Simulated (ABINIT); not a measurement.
# How the form of the self-energy moves the gap of MgO2 (R-3m), part 3 of 3

Aim: compare treatments of exchange, screening and correlation for the gap of MgO2 (R-3m).

ABINIT 10.8.3; LDA and many-body steps on it, plane waves. Known limits of the many-body steps: not at the basis limit; coarse k mesh.

So far. Step 10 (One-shot Hartree-Fock): Against G0W0 in ABINIT (4×4×4 mesh, 54 bands, screening to 152.4 eV, Godby-Needs plasmon pole), the gap moves by +9.025 eV. Step 12 (G0W0, contour deformation): Against G0W0 in ABINIT (4×4×4 mesh, 54 bands, screening to 152.4 eV, Godby-Needs plasmon pole), the gap moves by −0.116 eV.

## Step 13: Screening, 4×4×4 mesh, 54 bands, screening to 152.4 eV

This step: RPA screening on LDA, plane waves, norm-conserving pseudopotentials.

Input file run.abi:

```
acell 3*1.0 Angstrom
rprim 
  1.604761016024 0.926509204586 3.493978874900
  -1.604761016024 0.926509204586 3.493978874900
  0.000000000000 -1.853018409173 3.493978874900
ntypat 2
znucl 12 8
natom 3
typat 1 2 2
xred 
  0.000000000000 0.000000000000 0.000000000000
  0.428786000000 0.428786000000 0.428786000000
  0.571214000000 0.571214000000 0.571214000000
pp_dirpath "pseudos"
pseudos "Mg.upf, O.upf"
ecut 38
ngkpt 4 4 4
nshiftk 1
shiftk 0 0 0
kptopt 1
chksymbreak 0
istwfk *1
occopt 1
irdwfk 1
optdriver 3
nband 54
ecuteps 5.6
inclvkb 2
awtr 1
symchi 1
gwcalctyp 1
nfreqre 0
nfreqim 16
indata_prefix "in"
outdata_prefix "out"
tmpdata_prefix "tmp"
```

On the command line:

```
OMP_NUM_THREADS=1 mpirun -n 4 abinit run.abi > log
```

Numbers of over 12 decimals in the logs are rounded to 6 here.

What it wrote:

```text
.Version 10.8.3 of ABINIT. v10.8.2 released Aug 2026.

 Symmetries : space group R-3 m (#166); Bravais hR (rhombohedral)
[... echo of the input left out ...]
== DATASET  1 ==================================================================
-   mpi_nproc: 4, omp_nthreads: 1 (-1 if OMP is not activated)

--- !DatasetInfo
iteration_state: {dtset: 1, }
dimensions: {natom: 3, nkpt: 13, mband: 54, nsppol: 1, nspinor: 1, nspden: 1, mpw: 2370, }
cutoff_energies: {ecut:  38.0, pawecutdg:  -1.0, }
[...]
No. of calculated frequencies >  15, stop printing
 For q-point:  0.000010 0.000020 0.000030
  dielectric constant =   3.5303
  dielectric constant without local fields =   3.8822

  Average fulfillment of the sum rule on Im[epsilon] for q-point    1 :     44.19  [%]
[... wings left out ...]
  q-point number  2        q = ( 0.250000, 0.000000, 0.000000) [r.l.u.]
--------------------------------------------------------------------------------
[... chi0 elements left out ...]
  [... further frequencies ...]

 No. of calculated frequencies >  15, stop printing
  Average fulfillment of the sum rule on Im[epsilon] for q-point    2 :     57.97  [%]

 [... 11 further q-points ...]
```

Elapsed: 78 s, on 4 MPI ranks of Arm Neoverse N1, shared host; peak memory 0.82 GiB; 5.2 min of CPU time.

This step gave:

```
ε∞ with local fields, on this mesh, along the program's q direction : 3.530
the same without local fields                                       : 3.882
plasma frequency                                                    : 31.20 eV
plane waves in the screening matrix                                 : 127
```

## Step 14: G0W0, analytic continuation

This step: G0W0 on LDA, plane waves, norm-conserving pseudopotentials.

Changes to run.abi since step 13:

```diff
@@ -24,11 +24,18 @@
 irdwfk 1
-optdriver 3
+optdriver 4
 nband 54
+gwcalctyp 1
+ecutsigx 38
+symsigma 1
+nkptgw 2
+kptgw 
+  0.5000000000 0.5000000000 0.5000000000
+  0.0000000000 0.0000000000 0.0000000000
+bdgw 
+  10 13
+  10 13
 ecuteps 5.6
-inclvkb 2
-awtr 1
-symchi 1
-gwcalctyp 1
-nfreqre 0
-nfreqim 16
+irdscr 1
+nomegasi 12
+omegasimax 25 eV
 indata_prefix "in"
```

What it wrote:

```text
.Version 10.8.3 of ABINIT. v10.8.2 released Aug 2026.

 Symmetries : space group R-3 m (#166); Bravais hR (rhombohedral)
[... echo of the input left out ...]
== DATASET  1 ==================================================================
-   mpi_nproc: 4, omp_nthreads: 1 (-1 if OMP is not activated)

--- !DatasetInfo
iteration_state: {dtset: 1, }
dimensions: {natom: 3, nkpt: 13, mband: 54, nsppol: 1, nspinor: 1, nspden: 1, mpw: 2370, }
cutoff_energies: {ecut:  38.0, pawecutdg:  -1.0, }
[...]
Band     E0 <VxcDFT>   SigX SigC(E0)      Z dSigC/dE  Sig(E)    E-E0       E
[...]
13   3.546 -20.079 -12.512  -4.536   0.708  -0.411 -18.069   2.010   5.556
       13   0.000   0.000   0.000   0.085   0.025   0.049   0.163   0.163   0.163

== END DATASET(S) ==============================================================
================================================================================

 -outvars: echo values of variables after computation  --------
           etotal      0.0000000000E+00
            nband          54
             nkpt          13
          spgroup         166
 [... the other variables as echoed above ...]

 Calculation completed.
```

Elapsed: 7 s, on 4 MPI ranks; peak memory 0.77 GiB; 28 s of CPU time.

Numbers from this step:

* G0W0 gap on the points computed: 4.792 eV
* starting gap on the mesh: 2.137 eV
* k of the valence top: 0.5, 0.5, 0.5
* k of the conduction bottom: 0.5, 0.5, 0.5
* least direct G0W0 gap on the computed points: 4.792 eV

Against G0W0 in ABINIT (4×4×4 mesh, 54 bands, screening to 152.4 eV, Godby-Needs plasmon pole), the gap moves by −0.216 eV.

## Step 15: The runs together

Times are wall times on 4 MPI ranks of Arm Neoverse N1, shared host, good to a factor of about two. A run's time includes the screening step that it read.

```
                                     run   mesh  bands  screening cutoff (eV)  DFT gap (eV)  gap on the mesh (eV)  direct (eV)  ε∞ used  time
          G0W0, Godby-Needs plasmon pole  4×4×4     54                  152.4         2.137                 5.008        5.008     3.53  53 s
      G0W0, Hybertsen-Louie plasmon pole  4×4×4     54                  152.4         2.137                 5.358        5.358     3.53  53 s
G0W0, von der Linden-Horsch plasmon pole  4×4×4     54                  152.4         2.137                 5.285        5.285     3.53  52 s
          G0W0, Engel-Farid plasmon pole  4×4×4     54                  152.4         2.137                 5.106        5.106     3.53  52 s
                            one-shot SEX  4×4×4     54                  152.4         2.137                 3.411        3.411     3.53  51 s
                         one-shot COHSEX  4×4×4     54                  152.4         2.137                 6.217        6.217     3.53  51 s
                   one-shot Hartree-Fock  4×4×4      -                      -         2.137                14.033       14.033        -   4 s
               G0W0, contour deformation  4×4×4     54                  152.4         2.137                 4.892        4.892     3.57  62 s
             G0W0, analytic continuation  4×4×4     54                  152.4         2.137                 4.792        4.792     3.53  85 s
```

## Step 16: Summary of results

| Quantity | Value |
| --- | --- |
| G0W0, Godby-Needs plasmon pole | 5.008 eV |
| G0W0, Hybertsen-Louie plasmon pole | 5.358 eV |
| G0W0, von der Linden-Horsch plasmon pole | 5.285 eV |
| G0W0, Engel-Farid plasmon pole | 5.106 eV |
| one-shot SEX | 3.411 eV |
| one-shot COHSEX | 6.217 eV |
| one-shot Hartree-Fock | 14.033 eV |
| G0W0, contour deformation | 4.892 eV |
| G0W0, analytic continuation | 4.792 eV |
| known limits | not at the basis limit; coarse k mesh |

What this shows: G0W0, Hybertsen-Louie plasmon pole: +0.350 eV against G0W0, Godby-Needs plasmon pole. G0W0, von der Linden-Horsch plasmon pole: +0.277 eV against G0W0, Godby-Needs plasmon pole. G0W0, Engel-Farid plasmon pole: +0.098 eV against G0W0, Godby-Needs plasmon pole. One-shot SEX: −1.597 eV against G0W0, Godby-Needs plasmon pole. One-shot COHSEX: +1.209 eV against G0W0, Godby-Needs plasmon pole. One-shot Hartree-Fock: +9.025 eV against G0W0, Godby-Needs plasmon pole. G0W0, contour deformation: −0.116 eV against G0W0, Godby-Needs plasmon pole. G0W0, analytic continuation: −0.216 eV against G0W0, Godby-Needs plasmon pole. Bare exchange alone opens the gap to 14.03 eV; against G0W0, correlation takes back 9.03 eV. Static COHSEX lies above G0W0: it lacks the factor Z and overstates the Coulomb hole of the filled states. Bands and cutoff are finite, so the gap is not at the basis limit. The miss can reach some tenths of an eV and take either sign; the mesh is an error of its own. In the first G0W0 run levels were corrected at 2 k points alone, so a gap called «on the mesh» is the least over those, and an edge elsewhere would be missed. The 4×4×4 mesh is coarse for this cell, which bears on the long-range parts of exchange and screening.

[Paths, hosts, dates, memory and timing lines, banners, echoed tables and standing remarks are left out of the program output.]

[Logs are printed without paths, hosts, clocks, repeated set-up lines and the standing remarks that a program may print on its own settings, such as how far it seeks lower states.]

[Runs of the session that timed out or met a known fault of the program may be left out.]

[No measured gap is set beside runs whose start may be inverted or whose files or cutoffs have a known fault.]

[Hosts, paths, dates, database ids (printed as entryN), source tags and the programs' standing remarks are cut or masked in the printed files.]

[G0W0 gaps are taken among the corrected bands and points alone; a level outside them can change the order at an edge.]

[Where Ansatz stands beside ABINIT at settings called matched, ABINIT's density can come from a denser mesh and the files from another edition; pairs whose starting gaps differed by over 0.03 eV were left out, so agreement reads better than it is.]
